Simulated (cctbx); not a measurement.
**Reading a Patterson map**

Space group P-62m (no. 189), a = 7.6700 Å, b = 7.6700 Å, c = 4.0120 Å, α = 90.00°, β = 90.00°, γ = 120.00°, content Pb2 Pt3 Cd3 Ge1.

The data are simulated with cctbx, not measured: Mo Kα, λ = 0.71073 Å, to d = 0.77 Å, 50 % of the full sphere, strongest reflection 20000 counts, noise from counting, a 3 % proportional error and a noise floor of 15 counts (s.d.); no absorption.

Patterson synthesis from sharpened amplitudes, origin scaled to 1000:

```text
Patterson group P 6/m m m
      u       v       w   height  length (A)
  0.000   0.000   0.000   1000.0     0.00
  0.333   0.667   0.000    213.9     4.43
  0.077   0.408   0.000    172.6     2.88
  0.254   0.509   0.000    151.6     5.03
  0.333   0.667   0.500    127.4     4.86
  0.000   0.307   0.500    114.4     3.09
  0.125   0.385   0.500    102.4     3.29
  0.170   0.585   0.000     63.1     4.00
  0.000   0.127   0.136     37.8     1.12
  0.000   0.000   0.254     34.7     1.02
  0.040   0.079   0.240     32.1     1.10
  0.084   0.168   0.000     29.1     1.11
  0.075   0.150   0.125     23.7     1.12
  0.000   0.338   0.248     20.9     2.78
```

Q: Assign the vectors.

A peak at u stands for all pairs with xi − xj = u, with weight Σ ZiZj against Σ Z² = 39636 at the origin. Peak heights follow these weights only roughly, since form factors, motion and series ripples differ, all vectors within 0.55 Å of a peak are counted as merged into it though the farther ones add only part of their weight, and F(000) is left out, which lowers the whole map:

| u | v | w | shortest length (Å) | height | 1000 ΣZiZj/ΣZ² | pairs in the cell |
| --- | --- | --- | --- | --- | --- | --- |
| 0.333 | 0.667 | 0.000 | 4.42 | 214 | 170 | 1 × Pb–Pb |
| 0.077 | 0.408 | 0.000 | 2.88 | 173 | 161 | 1 × Pb–Pt |
| 0.254 | 0.509 | 0.000 | 3.38 | 152 | 153 | 1 × Pt–Pt |
| 0.333 | 0.667 | 0.500 | 4.86 | 127 | 132 | 2 × Pb–Ge |
| 0.000 | 0.307 | 0.500 | 3.09 | 114 | 356 | 2 × Pb–Cd, 1 × Pt–Cd, 1 × Pt–Ge |
| 0.125 | 0.385 | 0.500 | 3.29 | 102 | 194 | 1 × Pb–Cd, 1 × Pt–Cd |
| 0.170 | 0.585 | 0.000 | 4.00 | 63 | 58 | 1 × Cd–Cd |

The table stops at ten peaks or at a height of 45, below which ripples compete. In the model behind the data Pb, the heaviest element, has 1 independent site: (2/3, 1/3, 0), up to an allowed shift of origin; the Pb–Pb vectors are differences of these positions and their symmetry mates. Elements of similar Z can't be told apart from the map alone. The whole model:

| atom | mult. | x | y | z | Ueq (Å²) |
| --- | --- | --- | --- | --- | --- |
| Pb1 | 2 | 2/3 | 1/3 | 0 | 0.0044 |
| Pt1 | 3 | 0 | 0.2597 | 0 | 0.0075 |
| Cd1 | 3 | 0 | 0.5910 | 1/2 | 0.0064 |
| Ge1 | 1 | 0 | 0 | 1/2 | 0.0052 |

The model is made up (kin elements in a known structure type, no relaxation), so it says nothing on whether the phase exists.

[Logs are printed without paths, hosts, clocks, repeated set-up lines and the standing remarks that a program may print on its own settings, such as how far it seeks lower states.]
